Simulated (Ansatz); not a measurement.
## Be5Ga3: relaxing a made-up structure

This structure for Be5Ga3 is made up. Its elements were placed in a known structure type with a cell scaled to their sizes. What cell does the guess relax to, and how far off was it?

Calculated with Ansatz 0.2.0; DFT, PBE, plane-wave PAW, files of the set soft_1, scalar-relativistic, no spin, cell and ions relaxed at zero pressure; PAW set soft_1.

## 1. The structure

Symmetry: Cmmm, No. 65, orthorhombic system. Conventional cell: a = 6.457 Å, b = 7.205 Å, c = 3.684 Å, α = 90.00°, β = 90.00°, γ = 90.00°. Nearest to Ga lie 10 Be at 2.40 to 2.46 Å. Nearest to Ga lie 8 Be at 2.35 to 2.42 Å. Nearest to Be lie 6 Ga at 2.35 to 2.46 Å. Nearest to Be lie 6 Ga at 2.42 to 2.46 Å and 2 Be at 2.42 Å. Nearest to Be lie 4 Be at 2.42 Å and 4 Ga at 2.46 Å. Farther neighbours are not listed.

## 2. Relaxing cell and atoms

The guess takes its coordinates from another compound and its volume from a rule, so the cell and any free coordinates are relaxed together.

The input, input.yaml:

```yaml
crystal:
  lattice:
    - [3.2285, -3.6025, 0.0]
    - [3.2285, 3.6025, 0.0]
    - [0.0, 0.0, 3.684]
  atoms:
    - { symbol: Ga, position: [0.2255, 0.7745, 0.5] }
    - { symbol: Ga, position: [0.7745, 0.2255, 0.5] }
    - { symbol: Ga, position: [0.5, 0.5, 0.0] }
    - { symbol: Be, position: [0.7269, 0.7269, 0.5] }
    - { symbol: Be, position: [0.2731, 0.2731, 0.5] }
    - { symbol: Be, position: [0.5, 0.0, 0.0] }
    - { symbol: Be, position: [0.0, 0.5, 0.0] }
    - { symbol: Be, position: [0.0, 0.0, 0.0] }
kpoints:
  mp_grid: { grid: [6, 6, 7] }
scf:
  occupations: { method: fermi_dirac, width: 0.05 }
hamiltonian:
  xc: pbe
  pseudopotentials: { kind: paw, azcp: { folder: soft_1 } }
relax:
  f_tol: 0.015
  max_steps: 70
  cell: {}
output:
  forces: true
  stress: true
```

Command:

```console
> ansatz run input.yaml --threads 4 --pin off --max-ram 10240MiB --backend cpu --events-out ev --progress --plain --runs-dir out
```

Numbers of over 12 decimals in the logs are rounded to 6 here.

Output:

```text
Engine: ansatz 0.2.0, x86_64-unknown-linux-gnu
Pseudopotentials: kind: paw
Pseudopotential: Ga, paw, valence charge 13, recommended cutoff 420 eV (normal), soft_1/Ga.paw.azcp
Pseudopotential: Be, paw, valence charge 2, recommended cutoff 420 eV (normal), soft_1/Be.paw.azcp
Functional definition: PBE
  parameter kappa = 0.804
  parameter beta = 0.066725
  exchange = pbe_x(kappa = kappa, mu = beta*pi^2/3)
  correlation = pbe_c(beta = beta)
Crystal: 8 atoms, lattice volume = 85.695 Å³
Basis set: ecut = 420 eV, 1679 PW (Γ), exchange–correlation on 72×72×50 points (8 copies of the dense FFT grid, shifted against one another)
Bands: 33, of which v1, the nominal top of the filled ones, is band 25 counted from 1 (24 counted from 0)
Symmetry: 8 space group operations
Space group: Cmmm (ITA 65), of the structure as read, at distance tolerance 4.4e-5 Å
k-points: 52 of 252
Non-local potential: Ga, projectors of the file, l = 0: 2, l = 1: 2, l = 2: 3, l = 3: 1
Non-local potential: Be, projectors of the file, l = 0: 2, l = 1: 2, l = 2: 1
PAW form: soft (Blöchl's): semilocal exchange-correlation on the pseudo side does not see the compensation charge
PAW one-centre angular grid: Ga, 590 points (default); XC on 64 Gauss nodes
PAW one-centre angular grid: Be, 110 points (default); XC on 64 Gauss nodes
Initial density: superposition of atomic densities (chi_scale 0.1, normalization cell, long waves kept (reshape's long-wave potential 0.00 eV rms))
Initial wavefunctions: pseudopotential atomic-orbital guess
Functional: x = pbe(κ = 0.804, μ = 0.219515), c = pbe(β = 0.066725)
SCF iter   1: F=—  HF=-11810.151310 eV  |F-HF|=—  |Δ(HF+E_count)|=         —  Δρ=3.52e-2  dr2=1.47e0  ethr=3.10e-3  ⟨swp⟩=8.3  Hψ=8644  notcnv=0  defer=6
preconditioner: auto → Kerker (q_TF=auto, 2.486 Å⁻¹)  [metal: Δε(μ)=0.033 eV  Ē_g=13.722 eV  σ=0.050 eV  W_gap=0.16  n_scr=22 (ndim 8)  ℏωp=28.1 eV  f_vac=0.000  D(μ)=1.70/eV (n_scr^D=8)]
SCF iter   2: F=—  HF=-11809.689164 eV  |F-HF|=—  |Δ(HF+E_count)|=   4.62e-1  Δρ=2.34e-2  dr2=3.46e-1  ethr=3.01e-3  ⟨swp⟩=2.0  Hψ=3739  notcnv=0  defer=103
SCF iter   3: F=—  HF=-11809.622907 eV  |F-HF|=—  |Δ(HF+E_count)|=   6.63e-2  Δρ=9.42e-3  dr2=9.81e-2  ethr=7.07e-4  ⟨swp⟩=2.0  Hψ=3227  notcnv=0  defer=103
SCF iter   4: F=—  HF=-11809.602849 eV  |F-HF|=—  |Δ(HF+E_count)|=   2.01e-2  Δρ=1.31e-3  dr2=8.77e-4  ethr=2.00e-4  ⟨swp⟩=2.3  Hψ=3239  notcnv=0  defer=103
SCF iter   5: F=—  HF=-11809.602863 eV  |F-HF|=—  |Δ(HF+E_count)|=   1.40e-5  Δρ=4.18e-4  dr2=1.06e-4  ethr=1.79e-6  ⟨swp⟩=2.0  Hψ=2881  notcnv=0  defer=103
SCF iter   6: F=—  HF=-11809.602825 eV  |F-HF|=—  |Δ(HF+E_count)|=   3.82e-5  Δρ=1.06e-4  dr2=4.40e-6  ethr=2.16e-7  ⟨swp⟩=2.0  Hψ=2875  notcnv=0  defer=103
SCF iter   7: F=—  HF=-11809.602862 eV  |F-HF|=—  |Δ(HF+E_count)|=   3.71e-5  Δρ=5.23e-5  dr2=1.67e-6  ethr=8.98e-9  ⟨swp⟩=2.0  Hψ=2986  notcnv=0  defer=103
SCF iter   8: F=—  HF=-11809.602861 eV  |F-HF|=—  |Δ(HF+E_count)|=   3.64e-7  Δρ=1.90e-5  dr2=3.49e-7  ethr=3.42e-9  ⟨swp⟩=2.0  Hψ=2797  notcnv=0  defer=103
SCF iter   9: F=-11809.602861 eV  HF=-11809.602861 eV  |F-HF|=6.59e-9  |Δ(HF+E_count)|=   4.31e-8  Δρ=3.21e-6  dr2=1.24e-8  ethr=2.04e-10  ⟨swp⟩=4.0  Hψ=5625  notcnv=0
SCF 1 converged in 9 iterations: F = -11809.602861 eV  dr2 = 1.24e-8
  greatest PAW one-centre occupation: 0.994 electrons in one spin orbital (limit 2), on the Ga atom at site 2 (counted from 0), in its partial waves of l = 2
relax step   1: F+E_penalty+E_count = -11809.60286133 eV  Δ(F+E_penalty+E_count) = +0.000e0 eV  max|allowed force component| = 6.343e-1 eV/Å  Δτ_max = 0.0000 Å  P = +10.838 GPa  Ω = 85.695 Å³  (9 SCF iters, dr2 threshold 1.00e-7 eV, accepted)
Crystal: 8 atoms, lattice volume = 90.939 Å³
Basis set: ecut = 420 eV, 1791 PW (Γ), exchange–correlation on 72×72×50 points (8 copies of the dense FFT grid, shifted against one another)
Initial density: handed on by an earlier stage of this run
Initial wavefunctions: those handed on with the density
iter 1 solved again at ethr=5.87e-5 eV; its pass at ethr=3.10e-3 eV (dr2=2.88e-2 eV) is discarded
SCF iter   1: F=—  HF=-11810.036525 eV  |F-HF|=—  |Δ(HF+E_count)|=         —  Δρ=5.32e-3  dr2=2.96e-2  ethr=5.87e-5  ⟨swp⟩=2.2  Hψ=10965  notcnv=0
preconditioner: auto → Kerker (q_TF=auto, 2.461 Å⁻¹)  [metal: Δε(μ)=0.013 eV  Ē_g=14.668 eV  σ=0.050 eV  W_gap=0.07  n_scr=22 (ndim 8)  ℏωp=27.3 eV  f_vac=0.000  D(μ)=2.99/eV (n_scr^D=22)]
SCF iter   2: F=—  HF=-11810.030064 eV  |F-HF|=—  |Δ(HF+E_count)|=   6.46e-3  Δρ=2.89e-3  dr2=9.35e-3  ethr=5.87e-5  ⟨swp⟩=3.0  Hψ=3329  notcnv=0
SCF iter   3: F=—  HF=-11810.027884 eV  |F-HF|=—  |Δ(HF+E_count)|=   2.18e-3  Δρ=1.12e-3  dr2=1.23e-3  ethr=1.91e-5  ⟨swp⟩=2.0  Hψ=2970  notcnv=0
SCF iter   4: F=—  HF=-11810.027033 eV  |F-HF|=—  |Δ(HF+E_count)|=   8.51e-4  Δρ=2.97e-4  dr2=4.19e-5  ethr=2.50e-6  ⟨swp⟩=2.0  Hψ=2987  notcnv=0
SCF iter   5: F=—  HF=-11810.027071 eV  |F-HF|=—  |Δ(HF+E_count)|=   3.84e-5  Δρ=5.81e-5  dr2=1.80e-6  ethr=8.54e-8  ⟨swp⟩=2.0  Hψ=2985  notcnv=0
SCF iter   6: F=-11810.027071 eV  HF=-11810.027071 eV  |F-HF|=5.66e-8  |Δ(HF+E_count)|=   6.22e-7  Δρ=9.72e-6  dr2=1.00e-7  ethr=1.63e-9  ⟨swp⟩=4.1  Hψ=5761  notcnv=0
SCF 2 converged in 6 iterations: F = -11810.027071 eV  dr2 = 1.00e-7
relax step   2: F+E_penalty+E_count = -11810.02707076 eV  Δ(F+E_penalty+E_count) = -4.242e-1 eV  max|allowed force component| = 4.392e-1 eV/Å  Δτ_max = 0.0333 Å  P = +3.397 GPa  Ω = 90.939 Å³  energy of the carried Pulay correction = -1.560e-3 eV  (6 SCF iters, dr2 threshold 8.00e-7 eV, accepted)
Crystal: 8 atoms, lattice volume = 93.676 Å³
Basis set: ecut = 420 eV, 1839 PW (Γ), exchange–correlation on 72×72×50 points (8 copies of the dense FFT grid, shifted against one another)
iter 1 solved again at ethr=5.37e-5 eV; its pass at ethr=3.10e-3 eV (dr2=2.63e-2 eV) is discarded
SCF iter   1: F=—  HF=-11810.193617 eV  |F-HF|=—  |Δ(HF+E_count)|=         —  Δρ=3.63e-3  dr2=2.67e-2  ethr=5.37e-5  ⟨swp⟩=2.0  Hψ=11372  notcnv=0
preconditioner: auto → Kerker (q_TF=auto, 2.449 Å⁻¹)  [metal: Δε(μ)=0.026 eV  Ē_g=14.488 eV  σ=0.050 eV  W_gap=0.13  n_scr=22 (ndim 8)  ℏωp=26.9 eV  f_vac=0.000  D(μ)=3.48/eV (n_scr^D=30)]
SCF iter   2: F=—  HF=-11810.189507 eV  |F-HF|=—  |Δ(HF+E_count)|=   4.11e-3  Δρ=2.20e-3  dr2=1.10e-2  ethr=5.37e-5  ⟨swp⟩=1.0  Hψ=1716  notcnv=0
SCF iter   3: F=—  HF=-11810.187482 eV  |F-HF|=—  |Δ(HF+E_count)|=   2.03e-3  Δρ=5.34e-4  dr2=1.69e-4  ethr=2.25e-5  ⟨swp⟩=3.0  Hψ=3160  notcnv=0
SCF iter   4: F=—  HF=-11810.187228 eV  |F-HF|=—  |Δ(HF+E_count)|=   2.53e-4  Δρ=2.79e-4  dr2=6.92e-5  ethr=3.45e-7  ⟨swp⟩=3.0  Hψ=3603  notcnv=0
SCF iter   5: F=—  HF=-11810.187220 eV  |F-HF|=—  |Δ(HF+E_count)|=   7.74e-6  Δρ=1.00e-4  dr2=2.14e-5  ethr=1.41e-7  ⟨swp⟩=2.0  Hψ=2986  notcnv=0
SCF iter   6: F=—  HF=-11810.187214 eV  |F-HF|=—  |Δ(HF+E_count)|=   6.64e-6  Δρ=2.98e-5  dr2=1.50e-6  ethr=4.38e-8  ⟨swp⟩=2.0  Hψ=2949  notcnv=0
SCF iter   7: F=-11810.187213 eV  HF=-11810.187214 eV  |F-HF|=1.97e-7  |Δ(HF+E_count)|=   1.69e-7  Δρ=1.20e-5  dr2=1.35e-7  ethr=1.63e-9  ⟨swp⟩=4.6  Hψ=5823  notcnv=0
SCF 3 converged in 7 iterations: F = -11810.187213 eV  dr2 = 1.35e-7
relax step   3: F+E_penalty+E_count = -11810.18721349 eV  Δ(F+E_penalty+E_count) = -1.601e-1 eV  max|allowed force component| = 2.283e-1 eV/Å  Δτ_max = 0.0666 Å  P = +0.243 GPa  Ω = 93.676 Å³  energy of the carried Pulay correction = -2.339e-3 eV  (7 SCF iters, dr2 threshold 8.00e-7 eV, accepted)
[...]
relax step   4: F+E_penalty+E_count = -11810.20805362 eV  Δ(F+E_penalty+E_count) = -2.084e-2 eV  max|allowed force component| = 9.988e-2 eV/Å  Δτ_max = 0.0508 Å  P = -0.392 GPa  Ω = 94.258 Å³  energy of the carried Pulay correction = -2.501e-3 eV  (6 SCF iters, dr2 threshold 8.00e-7 eV, accepted)
[...]
relax step   5: F+E_penalty+E_count = -11810.21149815 eV  Δ(F+E_penalty+E_count) = -3.445e-3 eV  max|allowed force component| = 2.305e-2 eV/Å  Δτ_max = 0.0356 Å  P = -0.019 GPa  Ω = 93.866 Å³  energy of the carried Pulay correction = -2.392e-3 eV  (5 SCF iters, dr2 threshold 8.00e-7 eV, accepted)
[...]
relax step   6: F+E_penalty+E_count = -11810.21450587 eV  Δ(F+E_penalty+E_count) = -3.008e-3 eV  max|allowed force component| = 5.424e-3 eV/Å  Δτ_max = 0.0078 Å  P = +0.001 GPa  Ω = 93.851 Å³  energy of the carried Pulay correction = -2.388e-3 eV  (5 SCF iters, dr2 threshold 8.00e-7 eV, accepted)
[...]
relax step   7: F+E_penalty+E_count = -11810.21455166 eV  Δ(F+E_penalty+E_count) = -4.579e-5 eV  max|allowed force component| = 3.776e-4 eV/Å  Δτ_max = 0.0016 Å  P = +0.011 GPa  Ω = 93.845 Å³  energy of the carried Pulay correction = -2.386e-3 eV  (4 SCF iters, dr2 threshold 2.87e-8 eV, accepted)
[...]
relax step   8: F+E_penalty+E_count = -11810.21817060 eV  Δ(F+E_penalty+E_count) = -3.619e-3 eV  max|allowed force component| = 7.900e-4 eV/Å  Δτ_max = 0.0000 Å  P = +0.050 GPa  Ω = 93.845 Å³  stress off target by 1.01e-1 GPa  SCF on the basis re-selected at this cell (its energy is not comparable with the rows above)  (7 SCF iters)
[...]
relax step   9: F+E_penalty+E_count = -11810.21817665 eV  Δ(F+E_penalty+E_count) = -6.053e-6 eV  max|allowed force component| = 1.083e-3 eV/Å  Δτ_max = 0.0004 Å  P = +0.012 GPa  Ω = 93.881 Å³  energy of the carried Pulay correction = -1.022e-5 eV  (4 SCF iters, dr2 threshold 2.57e-8 eV, accepted)
iter 1 solved again at ethr=2.19e-6 eV; its pass at ethr=3.10e-3 eV (dr2=1.07e-3 eV) is discarded
SCF iter   1: F=—  HF=-11810.218100 eV  |F-HF|=—  |Δ(HF+E_count)|=         —  Δρ=4.46e-6  dr2=1.96e-8  ethr=2.19e-6  ⟨swp⟩=2.1  Hψ=11602  notcnv=0
eigensolver tolerance schedule: the retry pair's looser diagonalisation over-reported the residual by 54778.88 of it (diagonalisation noise at an unbounded share of the residual, at the tolerance the schedule requests for it); recorded, not acted on — ethr = c·dr2/N_el stays at c = 1.0e-1
preconditioner: auto → Kerker (q_TF=auto, 2.448 Å⁻¹)  [metal: Δε(μ)=0.026 eV  Ē_g=14.445 eV  σ=0.050 eV  W_gap=0.13  n_scr=18 (ndim 8)  ℏωp=26.8 eV  f_vac=0.000  D(μ)=3.65/eV (n_scr^D=30)]
SCF iter   2: F=—  HF=-11810.218188 eV  |F-HF|=—  |Δ(HF+E_count)|=   8.80e-5  Δρ=1.52e-6  dr2=1.54e-9  ethr=4.00e-11  ⟨swp⟩=3.0  Hψ=3594  notcnv=0
SCF iter   3: F=—  HF=-11810.218188 eV  |F-HF|=—  |Δ(HF+E_count)|=  3.55e-10  Δρ=8.23e-7  dr2=4.54e-10  ethr=3.14e-12  ⟨swp⟩=2.0  Hψ=2496  notcnv=0
SCF iter   4: F=—  HF=-11810.218188 eV  |F-HF|=—  |Δ(HF+E_count)|=  8.19e-11  Δρ=4.28e-7  dr2=1.45e-10  ethr=1.00e-12  ⟨swp⟩=2.0  Hψ=2858  notcnv=0
SCF iter   5: F=-11810.218188 eV  HF=-11810.218188 eV  |F-HF|=3.64e-12  |Δ(HF+E_count)|=  2.00e-11  Δρ=8.71e-8  dr2=4.41e-12  ethr=1.00e-12  ⟨swp⟩=4.0  Hψ=5700  notcnv=0
SCF 10 converged in 5 iterations: F = -11810.218188 eV  dr2 = 4.41e-12
relax step  10: F+E_penalty+E_count = -11810.21818809 eV  Δ(F+E_penalty+E_count) = -1.145e-5 eV  max|allowed force component| = 1.092e-3 eV/Å  Δτ_max = 0.0000 Å  P = +0.012 GPa  Ω = 93.881 Å³  stress off target by 1.68e-2 GPa  SCF on the basis re-selected at this cell (its energy is not comparable with the rows above)  (5 SCF iters)
basis re-selected at this cell: Δ(F+E_penalty+E_count) = -1.145e-5 eV, ΔP = +0.000 GPa vs the last step (what re-selecting the basis moved, of the pressure what is left beyond the Pulay correction that the steps carried, after the strain that the cell walked since its last selection, with what the two solves' SCF thresholds leave and, on support functions, any second-order correction that the steps lacked; it is no m [...]
SCF converged after 5 iterations
Free energy (F): -11810.218188 eV
Harris-Foulkes:  -11810.218188 eV  (|F-HF|=3.64e-12)
Internal energy: -11810.189671 eV  (E = F + TS)
E sigma→0 (E₀):  -11810.203929 eV
Entropy (-TS):   -0.028517 eV (-3.565 meV/atom)
Fermi energy:    9.688276 eV
--- Per-component energies (eV) ---
  E_band       = -67.916135
  E_kinetic    = 432.942924
  E_local      = -4589.529527  (includes V_loc(G=0)·N_el)
  E_nonlocal   = -263.754947
  E_hartree    = 2920.046230
  E_xc         = -291.222811
  E_vxc        = -270.566759  (∫ρ·V_xc dr)
  E_paw        = -6262.016909  (= ΣΔE_a)
  E_vpaw       = -1217.099742  (= ΣTr[D̂ρ^β])
  E_aug_tail   = -0.000645  (compensation charges beyond the density's cutoff)
  E_ewald      = -3756.653985
  E_smearing   = -0.028517  (= −TS)
  E_closure    = 0.000000  (closes the sum)
  Σ components = -11810.218188   (vs F -11810.218188, Δ=0.00e0)
--- Forces (eV/Å), atoms counted from 1 ---
  atom   1  Ga     0.00000000    -0.00107631     0.00000000
  atom   2  Ga    -0.00000000     0.00107631    -0.00000000
  atom   3  Ga    -0.00000000     0.00000000     0.00000000
  atom   4  Be    -0.00109179     0.00000000    -0.00000000
  atom   5  Be     0.00109179    -0.00000000     0.00000000
  atom   6  Be     0.00000000    -0.00000000     0.00000000
  atom   7  Be     0.00000000     0.00000000     0.00000000
  atom   8  Be    -0.00000000     0.00000000     0.00000000
  max |Σ_I F_I| component: 1.41e-17 eV/Å
--- Stress (GPa, compression-positive) ---
        0.016794       0.000000      -0.000000
        0.000000       0.013308       0.000000
       -0.000000       0.000000       0.004915
  P = ⅓ Tr σ = 0.0117 GPa (0.117 kbar)
--- Relaxed structure (8 steps of the walk, 8 accepted, 2 SCFs on fresh bases) ---
  F+E_penalty+E_count = -11810.21818809 eV   max|allowed force component| = 1.092e-3 eV/Å   (the final SCF, on the basis selected at the relaxed cell)
  cell:  # Å, volume = 93.8812 Å³
    - [3.567180, -3.642638, 0]
    - [3.567180, 3.642638, 0]
    - [0, 0, 3.612498]
  atoms:
    - { symbol: Ga, position: [0.228453, 0.771547, 0.5] }
    - { symbol: Ga, position: [0.771547, 0.228453, 0.5] }
    - { symbol: Ga, position: [0.5, 0.5, 0] }
    - { symbol: Be, position: [0.754770, 0.754770, 0.5] }
    - { symbol: Be, position: [0.245230, 0.245230, 0.5] }
    - { symbol: Be, position: [0.500000, 5.551115123125783e-17, 0] }
    - { symbol: Be, position: [5.551115123125783e-17, 0.500000, 0] }
    - { symbol: Be, position: [-1.4377390586816112e-19, -1.4377390586815968e-19, 0] }
```

Wall time 19 s (4 threads of Intel Xeon at 2.60GHz (Ice Lake), shared host); peak memory 0.54 GiB.

The steps of the relaxation:

| step | energy less that of the first step (eV) | largest force component (eV/Å) | pressure (GPa) | volume (Å³) |
| --- | --- | --- | --- | --- |
| 1 | 0.0000 | 0.6343 | 10.84 | 85.69 |
| 2 | -0.4242 | 0.4392 | 3.40 | 90.94 |
| 3 | -0.5844 | 0.2283 | 0.24 | 93.68 |
| 4 | -0.6052 | 0.0999 | -0.39 | 94.26 |
| 5 | -0.6086 | 0.0231 | -0.02 | 93.87 |
| 6 | -0.6116 | 0.0054 | 0.00 | 93.85 |
| 7 | -0.6117 | 0.0004 | 0.01 | 93.84 |
| 8* | -0.6153 | 0.0008 | 0.05 | 93.84 |
| 9 | -0.6153 | 0.0011 | 0.01 | 93.88 |
| 10* | -0.6153 | 0.0011 | 0.01 | 93.88 |

Relaxation steps marked * repeat the geometry before them on a plane-wave basis chosen anew for their cell, so energy and pressure can jump there.

The run keeps the 8 symmetry operations that it works with, so distortions that break them were not tested.

| conventional cell, symmetrised | before | after | change |
| --- | --- | --- | --- |
| a (Å) | 6.457 | 7.134 | +10.5 % |
| b (Å) | 7.205 | 7.285 | +1.1 % |
| c (Å) | 3.684 | 3.612 | -1.9 % |
| volume (Å³/atom) | 10.71 | 11.74 | +9.6 % |

The atoms that moved most (Å, as changes of fractional coordinates times the final cell):

| atom | dx | dy | dz | length |
| --- | --- | --- | --- | --- |
| Be5 | -0.199 | 0.000 | 0.000 | 0.199 |
| Be4 | 0.199 | 0.000 | 0.000 | 0.199 |
| Ga1 | 0.000 | -0.022 | 0.000 | 0.022 |
| Ga2 | 0.000 | 0.022 | 0.000 | 0.022 |

Final coordinates:

```xyz
8
Lattice="3.5672 -3.6426 0.0000 3.5672 3.6426 0.0000 0.0000 0.0000 3.6125" Properties=species:S:1:pos:R:3 pbc="T T T"
Ga    3.5672    1.9783    1.8062
Ga    3.5672   -1.9783    1.8062
Ga    3.5672    0.0000    0.0000
Be    5.3848    0.0000    1.8062
Be    1.7496    0.0000    1.8062
Be    1.7836   -1.8213    0.0000
Be    1.7836    1.8213    0.0000
Be    0.0000    0.0000    0.0000
```

Numbers from this step:

| Item | Value |
| --- | --- |
| free energy | -11810.2182 eV |
| energy at zero smearing | -11810.2039 eV |
| smearing term TS | 0.02852 eV |
| Fermi energy | 9.688 eV |
| electrons | 49 |
| symmetry operations | 8 |
| pressure | 0.01167 GPa |

The shortest distance of each pair, which need not be the same contact before and after:

| pair | guess (Å) | relaxed (Å) |
| --- | --- | --- |
| Be–Ga | 2.354 | 2.415 |
| Be–Be | 2.419 | 2.515 |
| Ga–Ga | 2.703 | 2.679 |

The relaxation ends with a largest force component of 0.0011 eV/Å and a pressure of 0.01 GPa.

## 3. Results

```json
{
  "space group, relaxed": "Cmmm",
  "conventional cell": "a = 7.134, b = 7.285, c = 3.612 Å; α = 90.0°, β = 90.0°, γ = 90.0°",
  "volume per atom": "11.74 Å³ (guess 10.71)"
}
```

What this shows: Be5Ga3 relaxes to Cmmm with a = 7.134, b = 7.285 and c = 3.612 Å. The guessed volume was 9 % too small. The space group Cmmm was held in the relaxation, so the end point is a stationary structure within it and may be a saddle against distortions or other arrangements. Mesh and cutoff weren't tested. No dispersion term is used, so weakly bound directions may come out too long. Nothing here tests whether the compound is stable against decomposition.

[Logs are printed without paths, hosts, clocks, repeated set-up lines and the standing remarks that a program may print on its own settings, such as how far it seeks lower states.]

[Hosts, paths, dates, database ids (printed as entryN), source tags and the programs' standing remarks are cut or masked in the printed files.]
